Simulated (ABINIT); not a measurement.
**MoS2 (P6_3/mmc): G0W0 on several meshes in ABINIT**

Wanted: mesh dependence and cost of G0W0 for MoS2 (P6_3/mmc).

Main program and level: ABINIT 10.8.3; PBE and many-body steps on it, plane waves.

The database entry behind the starting cell differs from later determinations by our own check (about 0.3 % long), so it need not match the best structure at ambient conditions.

### 1. Set-up

It takes space group P6_3/mmc (No. 194, hexagonal). The conventional cell has a = 3.169 Å, b = 3.169 Å, c = 12.324 Å, α = 90.00°, β = 90.00°, γ = 120.00°. Nearest to Mo lie 6 S at 2.41 Å. S has 3 Mo at 2.41 Å nearest. Farther neighbours and most contacts between anions are not listed.

Coordinates:

```cif
data_structure
_symmetry_space_group_name_H-M 'P 1'
_symmetry_Int_Tables_number 1
_cell_length_a 3.1690
_cell_length_b 3.1690
_cell_length_c 12.3240
_cell_angle_alpha 90.000
_cell_angle_beta 90.000
_cell_angle_gamma 120.000
_cell_volume 107.18
loop_
_atom_site_label
_atom_site_type_symbol
_atom_site_fract_x
_atom_site_fract_y
_atom_site_fract_z
_atom_site_occupancy
Mo1 Mo 0.33333 0.66667 0.25000 1
Mo2 Mo 0.66667 0.33333 0.75000 1
S3 S 0.33333 0.66667 0.62300 1
S4 S 0.66667 0.33333 0.12300 1
S5 S 0.33333 0.66667 0.87700 1
S6 S 0.66667 0.33333 0.37700 1
```

The cell and positions come from the Crystallography Open Database and are kept as given unless a step says otherwise.

### 2. Empty states on the mesh, 3×3×1 mesh, 685 bands

This step: ABINIT 10.8.3; DFT, PBE, plane waves, norm-conserving pseudopotentials.

The sums over transitions need many empty states on a uniform mesh; this step solves for them.

File run.abi:

```
acell 3*1.0 Angstrom
rprim 
  3.169000000004 -0.000000000001 0.000000000000
  -1.584500000001 2.744434504597 0.000000000000
  0.000000000000 0.000000000000 12.324000000000
ntypat 2
znucl 42 16
natom 6
typat 1 1 2 2 2 2
xred 
  0.333333333333 0.666666666667 0.250000000000
  0.666666666667 0.333333333333 0.750000000000
  0.333333333333 0.666666666667 0.623000000000
  0.666666666667 0.333333333333 0.123000000000
  0.333333333333 0.666666666667 0.877000000000
  0.666666666667 0.333333333333 0.377000000000
pp_dirpath "pseudos"
pseudos "Mo.upf, S.upf"
ecut 36
ngkpt 3 3 1
nshiftk 1
shiftk 0 0 0
kptopt 1
chksymbreak 0
iscf -2
irdden 1
istwfk *1
nband 685
nbdbuf 62
tolwfr 1e-09
nstep 60
prtvol 0
indata_prefix "in"
outdata_prefix "out"
tmpdata_prefix "tmp"
```

Run with:

```sh
$ OMP_NUM_THREADS=1 mpirun -n 3 abinit run.abi > log
```

Numbers of over 12 decimals in the logs are rounded to 6 here.

What it wrote:

```text
.Version 10.8.3 of ABINIT. v10.8.2 released Aug 2026.

 Symmetries : space group P6_3/m m c (#194); Bravais hP (primitive hexag.)
[... echo of the input left out ...]
== DATASET  1 ==================================================================
-   mpi_nproc: 3, omp_nthreads: 1 (-1 if OMP is not activated)

--- !DatasetInfo
iteration_state: {dtset: 1, }
dimensions: {natom: 6, nkpt: 3, mband: 685, nsppol: 1, nspinor: 1, nspden: 1, mpw: 7476, }
cutoff_energies: {ecut:  36.0, pawecutdg:  -1.0, }
[...]
6.70881    6.70938    6.72472    6.73165    6.73179    6.73282    6.74516    6.74581
   6.74635    6.74780    6.75507    6.76170    6.77300    6.77404    6.77618    6.79150
   6.79578    6.80465    6.81647    6.82332    6.83663
 prteigrs : prtvol=0 or 1, do not print more k-points.

== END DATASET(S) ==============================================================
================================================================================

 -outvars: echo values of variables after computation  --------
            nband         685
             nkpt           3
          spgroup         194
 [... the other variables as echoed above ...]

 Calculation completed.
```

The job ended after 7.4 min (3 MPI ranks of Arm Neoverse V2, shared host; peak memory 0.65 GiB).

This step gave:

* gap: 1.052 eV
* k of the valence top: 0, 0, 0
* k of the conduction bottom: 0.3333, 0.3333, 0
* least direct gap: 1.654 eV
* k points computed: 3
* lowest point of the top converged band, above the valence top: 165.6632 eV

On this mesh the gap is 1.052 eV.

The density comes from a self-consistent run that is not shown.

### 3. Screening, 3×3×1 mesh, 144 bands, screening to 127.6 eV

The RPA dielectric matrix is built and inverted for each q.

This step: RPA screening on PBE, plane waves, norm-conserving pseudopotentials.

Edit run.abi of step 2 so:

```diff
@@ -24,10 +24,11 @@
 chksymbreak 0
-iscf -2
-irdden 1
 istwfk *1
-nband 685
-nbdbuf 62
-tolwfr 1e-09
-nstep 60
-prtvol 0
+occopt 1
+irdwfk 1
+optdriver 3
+nband 144
+ecuteps 4.69
+inclvkb 2
+awtr 1
+symchi 1
 indata_prefix "in"
```

Run with:

```sh
$ OMP_NUM_THREADS=1 mpirun -n 4 abinit run.abi > log
```

What it wrote:

```text
.Version 10.8.3 of ABINIT. v10.8.2 released Aug 2026.

 Symmetries : space group P6_3/m m c (#194); Bravais hP (primitive hexag.)
[... echo of the input left out ...]
== DATASET  1 ==================================================================
-   mpi_nproc: 4, omp_nthreads: 1 (-1 if OMP is not activated)

--- !DatasetInfo
iteration_state: {dtset: 1, }
dimensions: {natom: 6, nkpt: 3, mband: 144, nsppol: 1, nspinor: 1, nspden: 1, mpw: 7476, }
cutoff_energies: {ecut:  36.0, pawecutdg:  -1.0, }
electrons: {nelect:   5.20000000E+01, charge:   0.00000000E+00, occopt:   1.00000000E+00, tsmear:   1.00000000E-02, }

 SCREENING: Calculation of the susceptibility and dielectric matrices

 Based on a program developped by R.W. Godby, V. Olevano, G. Onida, and L. Reining.
 Incorporated in ABINIT by V. Olevano, G.-M. Rignanese, and M. Torrent.
.Using double precision arithmetic ; gwpc =  8

[... cell and pseudopotentials left out ...]
--------------------------------------------------------------------------------

 ==== K-mesh for the wavefunctions ====
 Number of points in the irreducible wedge :     3
[... list of points left out ...]
 Together with 24 symmetry operations and time-reversal symmetry
 yields     9 points in the full Brillouin Zone.

 ==== Q-mesh for the screening function ====
 Number of points in the irreducible wedge :     3
[... list of points left out ...]
 Together with 24 symmetry operations and time-reversal symmetry
 yields     9 points in the full Brillouin Zone.

 setmesh: FFT mesh size selected  =    20x   20x   90
          total number of points  =        36000

 vcoul_init : cutoff-mode = AUXILIARY_FUNCTION
 q-points for optical limit:   1
     1)      0.000010    0.000020    0.000030

- screening: taking advantage of time-reversal symmetry
- Maximum band index for partially occupied states nbvw = 26
- Remaining bands to be divided among processors   nbcw = 118
- Number of bands treated by each node ~29

 Number of electrons calculated from density =   52.0000; Expected =   52.0000
 average of density, n =  0.071892
 r_s =    1.4919
 omega_plasma =   25.8640 [eV]

 calculating chi0 at frequencies [eV] :
  1    0.000000E+00    0.000000E+00
  2    0.000000E+00    2.586399E+01

--------------------------------------------------------------------------------
  q-point number  1        q = ( 0.000000, 0.000000, 0.000000) [r.l.u.]
--------------------------------------------------------------------------------
[... chi0 elements left out ...]
 For q-point:  0.000010 0.000020 0.000030
  dielectric constant =  17.3128
  dielectric constant without local fields =  19.5430

  Average fulfillment of the sum rule on Im[epsilon] for q-point    1 :     75.58  [%]
[... wings left out ...]
  q-point number  2        q = ( 0.333333, 0.000000, 0.000000) [r.l.u.]
--------------------------------------------------------------------------------
[... chi0 elements left out ...]
  Average fulfillment of the sum rule on Im[epsilon] for q-point    2 :     72.12  [%]

 [... 1 further q-points ...]
```

Run time: 23 s. Hardware: 4 MPI ranks; peak memory 0.92 GiB.

This step gave:

| Quantity | Value |
| --- | --- |
| ε∞ with local fields, on this mesh, along the program's q direction | 17.31 |
| the same without local fields | 19.54 |
| plasma frequency | 25.86 eV |
| plane waves in the screening matrix | 329 |

Local fields lower ε∞ by 11 %. On a Γ-centred mesh this coarse the value itself is usually too large, while a short band sum pulls it down.

### 4. 3×3×1

The self-energy is evaluated for the states that the input lists, and the levels follow from it, in one-shot runs by the linearised quasiparticle equation.

This step: G0W0 on PBE, plane waves, norm-conserving pseudopotentials.

Edit run.abi of step 3 so:

```diff
@@ -27,8 +27,17 @@
 irdwfk 1
-optdriver 3
+optdriver 4
 nband 144
+gwcalctyp 0
+ecutsigx 36
+symsigma 1
+nkptgw 2
+kptgw 
+  0.0000000000 0.0000000000 0.0000000000
+  0.3333333333 0.3333333333 0.0000000000
+bdgw 
+  25 28
+  25 28
 ecuteps 4.69
-inclvkb 2
-awtr 1
-symchi 1
+irdscr 1
+ppmodel 1
 indata_prefix "in"
```

What it wrote:

```text
.Version 10.8.3 of ABINIT. v10.8.2 released Aug 2026.

 Symmetries : space group P6_3/m m c (#194); Bravais hP (primitive hexag.)
[... echo of the input left out ...]
== DATASET  1 ==================================================================
-   mpi_nproc: 4, omp_nthreads: 1 (-1 if OMP is not activated)

--- !DatasetInfo
iteration_state: {dtset: 1, }
dimensions: {natom: 6, nkpt: 3, mband: 144, nsppol: 1, nspinor: 1, nspden: 1, mpw: 7476, }
cutoff_energies: {ecut:  36.0, pawecutdg:  -1.0, }
electrons: {nelect:   5.20000000E+01, charge:   0.00000000E+00, occopt:   1.00000000E+00, tsmear:   1.00000000E-02, }

 SIGMA: Calculation of the GW corrections

 Based on a program developped by R.W. Godby, V. Olevano, G. Onida, and L. Reining.
 Incorporated in ABINIT by V. Olevano, G.-M. Rignanese, and M. Torrent.
.Using double precision arithmetic ; gwpc =  8

[... cell and pseudopotentials left out ...]
--------------------------------------------------------------------------------

 ==== K-mesh for the wavefunctions ====
 Number of points in the irreducible wedge :     3
[... list of points left out ...]
 Together with 24 symmetry operations and time-reversal symmetry
 yields     9 points in the full Brillouin Zone.

 ==== Q-mesh for screening function ====
 Number of points in the irreducible wedge :     3
[... list of points left out ...]
 Together with 24 symmetry operations and time-reversal symmetry
 yields     9 points in the full Brillouin Zone.

 vcoul_init : cutoff-mode = AUXILIARY_FUNCTION
 q-points for optical limit:   1
     1)      0.000010    0.000020    0.000030
 setmesh: FFT mesh size selected  =    32x   32x  128
          total number of points  =       131072

 Number of electrons calculated from density =   52.0000; Expected =   52.0000
 average of density, n =  0.071892
 r_s =    1.4919
 omega_plasma =   25.8640 [eV]

 === KS Band Gaps ===
  >>>> For spin  1
   Minimum direct gap =   1.6539 [eV], located at k-point      :   0.3333  0.3333  0.0000
   Fundamental gap    =   1.0518 [eV], Top of valence bands at :   0.0000  0.0000  0.0000
                                       Bottom of conduction at :   0.3333  0.3333  0.0000
 SIGMA fundamental parameters:
 PLASMON POLE MODEL  1
 number of plane-waves for SigmaX                 7437
 number of plane-waves for SigmaC and W            329
 number of plane-waves for wavefunctions          7437
 number of bands                                   144
 number of independent spin polarizations            1
 number of spinorial components                      1
 number of k-points in IBZ                           3
 number of q-points in IBZ                           3
 number of symmetry operations                      24
 number of k-points in BZ                            9
 number of q-points in BZ                            9
 number of frequencies for dSigma/dE                 9
 frequency step for dSigma/dE [eV]                0.25
 number of omega for Sigma on real axis              0
 max omega for Sigma on real axis  [eV]           0.00
 zcut for avoiding poles [eV]                     0.10

 EPSILON^-1 parameters (SCR file):
 dimension of the eps^-1 matrix on file            329
 dimension of the eps^-1 matrix used               329
 number of plane-waves for wavefunctions          7437
 number of bands                                   144
 number of q-points in IBZ                           3
 number of frequencies                               2
 number of real frequencies                          1
 number of imag frequencies                          1

 matrix elements of self-energy operator (all in [eV])

 Perturbative Calculation

--- !SelfEnergy_ee
iteration_state: {dtset: 1, }
kpoint     : [   0.000,    0.000,    0.000, ]
spin       : 1
KS_gap     :    2.100
QP_gap     :    2.557
Delta_QP_KS:    0.457
data: !SigmaeeData |
     Band     E0 <VxcDFT>   SigX SigC(E0)      Z dSigC/dE  Sig(E)    E-E0       E
       25   7.290 -15.395 -16.765   1.547   0.775  -0.290 -15.258   0.138   7.428
       26   8.434 -16.370 -17.413   1.328   0.772  -0.295 -16.150   0.220   8.655
       27  10.534 -15.683 -10.950  -3.860   0.776  -0.288 -15.006   0.677  11.211
       28  10.534 -15.683 -10.950  -3.860   0.776  -0.288 -15.006   0.677  11.211

--- !SelfEnergy_ee
iteration_state: {dtset: 1, }
kpoint     : [   0.333,    0.333,    0.000, ]
spin       : 1
KS_gap     :    1.654
QP_gap     :    2.302
Delta_QP_KS:    0.648
data: !SigmaeeData |
     Band     E0 <VxcDFT>   SigX SigC(E0)      Z dSigC/dE  Sig(E)    E-E0       E
       25   7.670 -16.196 -17.477   1.559   0.774  -0.291 -15.981   0.215   7.886
       26   7.832 -16.549 -17.783   1.553   0.773  -0.293 -16.302   0.247   8.079
       27   9.486 -17.601 -12.714  -3.728   0.771  -0.297 -16.707   0.894  10.380
       28   9.486 -17.601 -12.714  -3.728   0.771  -0.297 -16.707   0.894  10.380

== END DATASET(S) ==============================================================
================================================================================

 -outvars: echo values of variables after computation  --------
           etotal      0.0000000000E+00
            nband         144
             nkpt           3
          spgroup         194
 [... the other variables as echoed above ...]

 Calculation completed.
```

It took 8.6 s on 4 MPI ranks; peak memory 0.82 GiB.

This step gave:

```
G0W0 gap on the points computed              : 1.725 eV
starting gap on the mesh                     : 1.052 eV
k of the valence top                         : 0, 0, 0
k of the conduction bottom                   : 0.3333, 0.3333, 0
Z at the valence top                         : 0.772
Z at the conduction bottom                   : 0.771
least direct G0W0 gap on the computed points : 2.301 eV
```

The gap on the mesh goes from 1.05 eV to 1.73 eV, a correction of +0.67 eV.

### 5. Empty states on the mesh, 6×6×2 mesh, 158 bands

This step: DFT, PBE, plane waves, norm-conserving pseudopotentials.

Edit run.abi of step 4 so:

```diff
@@ -19,3 +19,3 @@
 ecut 36
-ngkpt 3 3 1
+ngkpt 6 6 2
 nshiftk 1
@@ -24,20 +24,10 @@
 chksymbreak 0
+iscf -2
+irdden 1
 istwfk *1
-occopt 1
-irdwfk 1
-optdriver 4
-nband 144
-gwcalctyp 0
-ecutsigx 36
-symsigma 1
-nkptgw 2
-kptgw 
-  0.0000000000 0.0000000000 0.0000000000
-  0.3333333333 0.3333333333 0.0000000000
-bdgw 
-  25 28
-  25 28
-ecuteps 4.69
-irdscr 1
-ppmodel 1
+nband 158
+nbdbuf 14
+tolwfr 1e-09
+nstep 60
+prtvol 0
 indata_prefix "in"
```

What it wrote:

```text
.Version 10.8.3 of ABINIT. v10.8.2 released Aug 2026.

 Symmetries : space group P6_3/m m c (#194); Bravais hP (primitive hexag.)
[... echo of the input left out ...]
== DATASET  1 ==================================================================
-   mpi_nproc: 4, omp_nthreads: 1 (-1 if OMP is not activated)

--- !DatasetInfo
iteration_state: {dtset: 1, }
dimensions: {natom: 6, nkpt: 14, mband: 158, nsppol: 1, nspinor: 1, nspden: 1, mpw: 7490, }
cutoff_energies: {ecut:  36.0, pawecutdg:  -1.0, }
[...]
2.14748    2.14748    2.16676    2.16751    2.17729    2.17729    2.20312    2.20312
   2.22537    2.23591    2.28397    2.28397    2.30536    2.31729    2.31729    2.33291
   2.33292    2.36625    2.36638    2.37717    2.39179    2.40176
 prteigrs : prtvol=0 or 1, do not print more k-points.

== END DATASET(S) ==============================================================
================================================================================

 -outvars: echo values of variables after computation  --------
            nband         158
             nkpt          14
          spgroup         194
 [... the other variables as echoed above ...]

 Calculation completed.
```

The job ended after 2.7 min (4 MPI ranks; peak memory 0.61 GiB).

This step gave:

```
gap                                                           : 0.8887 eV
k of the valence top                                          : 0, 0, 0
k of the conduction bottom                                    : 0.1667, 0.1667, 0
least direct gap                                              : 1.654 eV
k points computed                                             : 14
lowest point of the top converged band, above the valence top : 49.55 eV
```

On this mesh the gap is 0.889 eV.

### 6. Screening, 6×6×2 mesh, 144 bands, screening to 127.6 eV

This step: RPA screening on PBE, plane waves, norm-conserving pseudopotentials.

Edit run.abi of step 5 so:

```diff
@@ -24,10 +24,11 @@
 chksymbreak 0
-iscf -2
-irdden 1
 istwfk *1
-nband 158
-nbdbuf 14
-tolwfr 1e-09
-nstep 60
-prtvol 0
+occopt 1
+irdwfk 1
+optdriver 3
+nband 144
+ecuteps 4.69
+inclvkb 2
+awtr 1
+symchi 1
 indata_prefix "in"
```

What it wrote:

```text
.Version 10.8.3 of ABINIT. v10.8.2 released Aug 2026.

 Symmetries : space group P6_3/m m c (#194); Bravais hP (primitive hexag.)
[... echo of the input left out ...]
== DATASET  1 ==================================================================
-   mpi_nproc: 4, omp_nthreads: 1 (-1 if OMP is not activated)

--- !DatasetInfo
iteration_state: {dtset: 1, }
dimensions: {natom: 6, nkpt: 14, mband: 144, nsppol: 1, nspinor: 1, nspden: 1, mpw: 7490, }
cutoff_energies: {ecut:  36.0, pawecutdg:  -1.0, }
electrons: {nelect:   5.20000000E+01, charge:   0.00000000E+00, occopt:   1.00000000E+00, tsmear:   1.00000000E-02, }

 SCREENING: Calculation of the susceptibility and dielectric matrices

 Based on a program developped by R.W. Godby, V. Olevano, G. Onida, and L. Reining.
 Incorporated in ABINIT by V. Olevano, G.-M. Rignanese, and M. Torrent.
.Using double precision arithmetic ; gwpc =  8

[... cell and pseudopotentials left out ...]
--------------------------------------------------------------------------------

 ==== K-mesh for the wavefunctions ====
 Number of points in the irreducible wedge :    14
[... list of points left out ...]
 Together with 24 symmetry operations and time-reversal symmetry
 yields    72 points in the full Brillouin Zone.

 ==== Q-mesh for the screening function ====
 Number of points in the irreducible wedge :    14
[... list of points left out ...]
 Together with 24 symmetry operations and time-reversal symmetry
 yields    72 points in the full Brillouin Zone.

 setmesh: FFT mesh size selected  =    20x   20x   90
          total number of points  =        36000

 vcoul_init : cutoff-mode = AUXILIARY_FUNCTION
 q-points for optical limit:   1
     1)      0.000010    0.000020    0.000030

- screening: taking advantage of time-reversal symmetry
- Maximum band index for partially occupied states nbvw = 26
- Remaining bands to be divided among processors   nbcw = 118
- Number of bands treated by each node ~29

 Number of electrons calculated from density =   52.0000; Expected =   52.0000
 average of density, n =  0.071892
 r_s =    1.4919
 omega_plasma =   25.8640 [eV]

 calculating chi0 at frequencies [eV] :
  1    0.000000E+00    0.000000E+00
  2    0.000000E+00    2.586399E+01

--------------------------------------------------------------------------------
  q-point number  1        q = ( 0.000000, 0.000000, 0.000000) [r.l.u.]
--------------------------------------------------------------------------------
[... chi0 elements left out ...]
 For q-point:  0.000010 0.000020 0.000030
  dielectric constant =  14.4632
  dielectric constant without local fields =  16.2122

  Average fulfillment of the sum rule on Im[epsilon] for q-point    1 :     75.73  [%]
[... wings left out ...]
  q-point number  2        q = ( 0.166667, 0.000000, 0.000000) [r.l.u.]
--------------------------------------------------------------------------------
[... chi0 elements left out ...]
  Average fulfillment of the sum rule on Im[epsilon] for q-point    2 :     78.55  [%]

 [... 12 further q-points ...]
```

Elapsed: 6.1 min, on 4 MPI ranks; peak memory 2.6 GiB.

This step gave:

* ε∞ with local fields, on this mesh, along the program's q direction: 14.46
* the same without local fields: 16.21
* plasma frequency: 25.86 eV
* plane waves in the screening matrix: 329

[end of part 1 of 2]

[Paths, hosts, dates, memory and timing lines, banners, echoed tables and standing remarks are left out of the program output.]

[Logs are printed without paths, hosts, clocks, repeated set-up lines and the standing remarks that a program may print on its own settings, such as how far it seeks lower states.]

[Runs of the session that timed out or met a known fault of the program may be left out.]

[Hosts, paths, dates, database ids (printed as entryN), source tags and the programs' standing remarks are cut or masked in the printed files.]

[G0W0 gaps are taken among the corrected bands and points alone; a level outside them can change the order at an edge.]

[Where Ansatz stands beside ABINIT at settings called matched, ABINIT's density can come from a denser mesh and the files from another edition; pairs whose starting gaps differed by over 0.03 eV were left out, so agreement reads better than it is.]
